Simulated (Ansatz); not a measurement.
# Ta2C monolayer: the cell at rest

Aim: bring Ta2C monolayer to small forces and stress, as phonons need.

Calculated with Ansatz 0.2.0; DFT PBEsol, scalar-relativistic, plane waves, PAW.

Most raw output is cut from this account.

### Step 1. Starting point

The cell holds 3 atoms: 1 C and 2 Ta. Cell: a = 3.100 Å, b = 3.100 Å, c = 20.000 Å, α = 90.0°, β = 90.0°, γ = 120.0°. Vacuum lies along c.

### Step 2. Probe on a coarse mesh

First a cheap look: the gap decides the mesh and the occupations, the pressure tells how far the cell has to move.

The program solves this slab on a cell height of its own, 28.6 Å, in place of the one typed.

Input file input.yaml:

```yaml
crystal:
  lattice:
    - [3.1, 0.0, 0.0]
    - [-1.55, 2.68468, 0.0]
    - [0.0, 0.0, 20.0]
  atoms:
    - { symbol: C, position: [0.0, 0.0, 0.5] }
    - { symbol: Ta, position: [0.333333, 0.666667, 0.56] }
    - { symbol: Ta, position: [0.666667, 0.333333, 0.44] }
  periodic: [true, true, false]
kpoints:
  mp_grid: { grid: [6, 6, 1] }
hamiltonian:
  xc: pbesol
scf:
  occupations: { method: gaussian, width: 0.1 }
output:
  forces: true
  stress: true
  eigenvalues: true
```

Launch:

```console
$ ansatz run input.yaml --threads 8 --pin off --max-ram 14336MiB --backend cpu --events-out ev --progress --plain --runs-dir out
```

Run time: 1 s. Hardware: 8 threads of Arm Neoverse V2, shared host; peak memory 0.51 GiB; 3.2 s of CPU time.

This step gave:

```yaml
gap_on_the_k_mesh: 0 eV
area_per_atom: 2.774 Å²
```

The coarse mesh shows no gap.

### Step 3. Relaxation

Harmonic phonons are second derivatives at a point where the forces vanish, and they are wanted at zero stress, so atoms and cell are relaxed first.

The program solves this slab on a cell height of its own, 28.6 Å, in place of the one typed.

input.yaml, the sections that differ from step 2:

```yaml
kpoints:
  mp_grid: { grid: [15, 15, 1] }
output:
  forces: true
  stress: true
  eigenvalues: true
  write_density: true
  write_potential: true
  elf: true
  volumetric_format: npy
relax:
  adjacent_minimum: "off"
  f_tol: 0.005
  max_steps: 80
  cell: { stress_2d_tol: 0.02 }
# crystal, hamiltonian, scf: as in step 2
```

It took 9.9 s on 8 threads; peak memory 0.72 GiB.

The steps of the relaxation:

```
step  energy less that of the first step (eV)  largest force component (eV/Å)  volume (Å³)
   1                                   0.0000                          0.2672       238.02
   2                                  -0.0080                          0.2456       226.12
   3                                  -0.0329                          0.0282       231.94
   4                                  -0.0330                          0.0060       231.67
   5                                  -0.0330                          0.0002       231.64
  6*                                  -0.0319                          0.0003       231.64
   7                                  -0.0319                          0.0001       231.60
  8*                                  -0.0319                          0.0001       231.60
```

Relaxation steps marked * repeat the geometry before them on a plane-wave basis chosen anew for their cell, so energy and pressure can jump there.

The run keeps the 12 symmetry operations that it works with, so distortions that break them were not tested.

```
cell as run  before  after  change
      a (Å)   3.100  3.058  -1.4 %
      b (Å)   3.100  3.058  -1.4 %
```

The relaxed structure:

```xyz
3
Lattice="3.0579 0.0000 0.0000 -1.5290 2.6482 0.0000 0.0000 0.0000 28.6000" Properties=species:S:1:pos:R:3
C     0.0000    0.0000   10.0000
Ta    0.0000    1.7655   11.2044
Ta    1.5290    0.8827    8.7956
```

Numbers from this step:

```
area per atom : 2.699 Å²
```

Electrostatic potential energy in the ac plane at fractional y = 0.333, with atoms of Ta within 0.2 Å of it. With pseudopotentials it is smooth inside the atoms' cores, unlike the true potential.

Ten even steps from '_' (-27 eV) to '@' (0 eV), each cell a mean:
```
@@@@@@@@@@@@@@@@@@@@@@@@@@@@@@@@
@@@@@@@@@@@@@@@@@@@@@@@@@@@@@@@@
@@@@@@@@@@@@@@@@@@@@@@@@@@@@@@@@
@@@@@@@@@@@@@@@@@@@@@@@@@@@@@@@@
@@@@@@@@@@@@@@@@@@@@@@@@@@@@@@@@
@@@@@@@@@@@@@@@@@@@@@@@@@@@@@@@@
@@@@@@@@@@@@@@@@@@@@@@@@@@@@@@@@
@@@@@@@@@@@@@@@@@@@@@@@@@@@@@@@@
@@@@@@@@@@@@@@@@@@@@@@@@@@@@@@@@
@@@@@@@@@@@@@@@@@@@@@@@@@@@@@@@@
@@@@@@@@@@@@@@@@@@@@@@@@@@@@@@@@
@@@@@@@@@@@@@@@@@@@@@@@@@@@@@@@@
@@@@@@@@@@@@@@@@@@@@@@@@@@@@@@@@
%%########%%%%%%@@@@@@@@@@@@@@%%
==::......--++**##%%%%%%%%####++
****************++++++==++++****
--**######++..__________________
%%%%@@@@%%%%##**++==========++##
@@@@@@@@@@@@@@@@@@@@@@@@@@@@@@@@
@@@@@@@@@@@@@@@@@@@@@@@@@@@@@@@@
@@@@@@@@@@@@@@@@@@@@@@@@@@@@@@@@
@@@@@@@@@@@@@@@@@@@@@@@@@@@@@@@@
@@@@@@@@@@@@@@@@@@@@@@@@@@@@@@@@
@@@@@@@@@@@@@@@@@@@@@@@@@@@@@@@@
```
Columns run along a (3.1 Å; values clipped at the 3rd and 97th percentile), rows up along c (28.6 Å). Atoms in or near the plane, at fractional coordinates: Ta at (0.67, 0.31).

Valence density in the ac plane at fractional y = 0.333, with atoms of Ta within 0.2 Å of it. It is the smooth field of the valence electrons, not physical close to the nuclei.

Ten steps, logarithmic in the rise over the least value, from '_' (0.0 e/Å³) to '@' (4.1 e/Å³), each cell a mean:
```
________________________________
________________________________
________________________________
________________________________
________________________________
________________________________
________________________________
________________________________
________________________________
________________________________
________________________________
________________________________
________________________________
::--------::::::::::::::::::::::
++********++++==================
++++++**++++++++++++****++++++++
++========++**%%@@@@@@@@@@@@%%##
--::::::::----==++********++==--
________________________________
________________________________
________________________________
________________________________
________________________________
________________________________
```
Columns run along a (3.1 Å), rows up along c (28.6 Å). Atoms in or near the plane, at fractional coordinates: Ta at (0.67, 0.31).

ELF in the ac plane at fractional y = 0.333, with atoms of Ta within 0.2 Å of it. It is the smooth field of the valence electrons, not physical close to the nuclei.

Ten even steps from '0' (0.00) to '9' (0.74), each cell a mean:
```
0000000000000000
0000000000000000
0000000000000000
0000000000000000
0000000000000000
0000000000000000
0000000000000000
0000000000000000
0000000000000000
0000000000000000
0000000000000000
0000000000000000
2111112234444332
3222234679999865
2344432346776532
6777765434444444
2345324798557985
3577642223333222
2233321100000001
0000000000000000
0000000000000000
0000000000000000
0000000000000000
0000000000000000
```
Columns run along a (3.1 Å), rows up along c (28.6 Å). Atoms in or near the plane, at fractional coordinates: Ta at (0.67, 0.31).

### Step 4. Tight relaxation

Phonons need a cell at rest on their own settings, so the relaxation is repeated with tight tolerances on forces and stress, using the mesh and the filling of the phonon run that follows.

input.yaml, the sections that differ from step 3:

```yaml
crystal:
  lattice:
    - [3.057913634, 0.0, 0.0]
    - [-1.528956817, 2.6482308896, 0.0]
    - [0.0, 0.0, 28.6]
  atoms:
    - { symbol: C, position: [0.0, 0.0, 0.3496503497] }
    - { symbol: Ta, position: [0.3333333333, 0.6666666667, 0.3917623776] }
    - { symbol: Ta, position: [0.6666666667, 0.3333333333, 0.3075383217] }
  periodic: [true, true, false]
kpoints:
  mp_grid: { grid: [18, 18, 1] }
scf:
  occupations: { method: methfessel_paxton, width: 0.15 }
relax:
  adjacent_minimum: "off"
  f_tol: 0.001
  max_steps: 60
  cell: { stress_2d_tol: 0.002 }
# hamiltonian, output: as in step 3
```

It took 9.1 s on 8 threads; peak memory 0.72 GiB; 65 s of CPU time.

Little changed from the start: no atom moved by 0.005 Å and no cell edge by 0.1 %.

Electrostatic potential energy in the ac plane at fractional y = 0.000, with atoms of C within 0.2 Å of it. With pseudopotentials it is smooth inside the atoms' cores, unlike the true potential.

Ten even steps from '0' (-21 eV) to '9' (0 eV), each cell a mean:
```
9999999999999999
9999999999999999
9999999999999999
9999999999999999
9999999999999999
9999999999999999
9999999999999999
9999999999999999
9999999999999999
9999999999999999
9999999999999999
9999999999999999
9999999999999999
9998887777788899
7766531000135667
0001455555554100
6666531000135666
9998877666778899
9999999999999999
9999999999999999
9999999999999999
9999999999999999
9999999999999999
9999999999999999
```
Columns run along a (3.1 Å; values clipped at the 3rd and 97th percentile), rows up along c (28.6 Å). Atoms in or near the plane, at fractional coordinates: C at (0.00, 0.35).

Valence density in the ac plane at fractional y = 0.000, with atoms of C within 0.2 Å of it. It is the smooth field of the valence electrons, not physical close to the nuclei.

Values in e/Å³, 24 rows by 16 columns, each cell a mean:
```
0.0 0.0 0.0 0.0 0.0 0.0 0.0 0.0 0.0 0.0 0.0 0.0 0.0 0.0 0.0 0.0
0.0 0.0 0.0 0.0 0.0 0.0 0.0 0.0 0.0 0.0 0.0 0.0 0.0 0.0 0.0 0.0
0.0 0.0 0.0 0.0 0.0 0.0 0.0 0.0 0.0 0.0 0.0 0.0 0.0 0.0 0.0 0.0
0.0 0.0 0.0 0.0 0.0 0.0 0.0 0.0 0.0 0.0 0.0 0.0 0.0 0.0 0.0 0.0
0.0 0.0 0.0 0.0 0.0 0.0 0.0 0.0 0.0 0.0 0.0 0.0 0.0 0.0 0.0 0.0
0.0 0.0 0.0 0.0 0.0 0.0 0.0 0.0 0.0 0.0 0.0 0.0 0.0 0.0 0.0 0.0
0.0 0.0 0.0 0.0 0.0 0.0 0.0 0.0 0.0 0.0 0.0 0.0 0.0 0.0 0.0 0.0
0.0 0.0 0.0 0.0 0.0 0.0 0.0 0.0 0.0 0.0 0.0 0.0 0.0 0.0 0.0 0.0
0.0 0.0 0.0 0.0 0.0 0.0 0.0 0.0 0.0 0.0 0.0 0.0 0.0 0.0 0.0 0.0
0.0 0.0 0.0 0.0 0.0 0.0 0.0 0.0 0.0 0.0 0.0 0.0 0.0 0.0 0.0 0.0
0.0 0.0 0.0 0.0 0.0 0.0 0.0 0.0 0.0 0.0 0.0 0.0 0.0 0.0 0.0 0.0
0.0 0.0 0.0 0.0 0.0 0.0 0.0 0.0 0.0 0.0 0.0 0.0 0.0 0.0 0.0 0.0
0.0 0.0 0.0 0.0 0.0 0.0 0.0 0.0 0.0 0.0 0.0 0.0 0.0 0.0 0.0 0.0
0.1 0.1 0.1 0.1 0.1 0.1 0.1 0.1 0.1 0.1 0.1 0.1 0.1 0.1 0.1 0.1
0.4 0.4 0.4 0.4 0.4 0.4 0.6 0.7 0.8 0.7 0.6 0.4 0.4 0.4 0.4 0.4
1.6 1.6 1.4 1.1 0.7 0.5 0.4 0.4 0.3 0.4 0.4 0.5 0.7 1.1 1.4 1.6
0.5 0.5 0.4 0.4 0.4 0.5 0.6 0.7 0.8 0.7 0.6 0.5 0.4 0.4 0.4 0.5
0.1 0.1 0.1 0.1 0.1 0.1 0.1 0.2 0.2 0.2 0.1 0.1 0.1 0.1 0.1 0.1
0.0 0.0 0.0 0.0 0.0 0.0 0.0 0.0 0.0 0.0 0.0 0.0 0.0 0.0 0.0 0.0
0.0 0.0 0.0 0.0 0.0 0.0 0.0 0.0 0.0 0.0 0.0 0.0 0.0 0.0 0.0 0.0
0.0 0.0 0.0 0.0 0.0 0.0 0.0 0.0 0.0 0.0 0.0 0.0 0.0 0.0 0.0 0.0
0.0 0.0 0.0 0.0 0.0 0.0 0.0 0.0 0.0 0.0 0.0 0.0 0.0 0.0 0.0 0.0
0.0 0.0 0.0 0.0 0.0 0.0 0.0 0.0 0.0 0.0 0.0 0.0 0.0 0.0 0.0 0.0
0.0 0.0 0.0 0.0 0.0 0.0 0.0 0.0 0.0 0.0 0.0 0.0 0.0 0.0 0.0 0.0
```
Columns run along a (3.1 Å), rows up along c (28.6 Å). Atoms in or near the plane, at fractional coordinates: C at (0.00, 0.35).

ELF in the ac plane at fractional y = 0.000, with atoms of C within 0.2 Å of it. It is the smooth field of the valence electrons, not physical close to the nuclei.

Ten even steps from '0' (0.00) to '9' (0.74), each cell a mean:
```
0000000000000000
0000000000000000
0000000000000000
0000000000000000
0000000000000000
0000000000000000
0000000000000000
0000000000000000
0000000000000000
0000000000000000
0000000000000000
0000000000000000
3332221111122233
7765433333334567
8764323444323467
4589964323469985
8865323444323568
7765433333334567
3332222111222233
0000000000000000
0000000000000000
0000000000000000
0000000000000000
0000000000000000
```
Columns run along a (3.1 Å), rows up along c (28.6 Å). Atoms in or near the plane, at fractional coordinates: C at (0.00, 0.35).

The largest force component left is 0.0016 meV/Å, within the tolerances set.

### Step 5. Outcome

| Quantity | Value |
| --- | --- |
| space group after relaxation (within 0.01 Å) | P-3m1 |
| lattice constant a | 3.058 Å |
| lattice constant b | 3.058 Å |
| area per atom | 2.70 Å² |

The largest force component left is 0.0016 meV/Å, within the tolerances set. The relaxation keeps the symmetry of its start, so it says nothing on stability against lower symmetry. Spin-orbit coupling is left out, which can matter for the heavy elements here. The starting cell was built on a prototype and not taken from a measurement.

[Logs are printed without paths, hosts, clocks, repeated set-up lines and the standing remarks that a program may print on its own settings, such as how far it seeks lower states.]

[Hosts, paths, dates, database ids (printed as entryN), source tags and the programs' standing remarks are cut or masked in the printed files.]
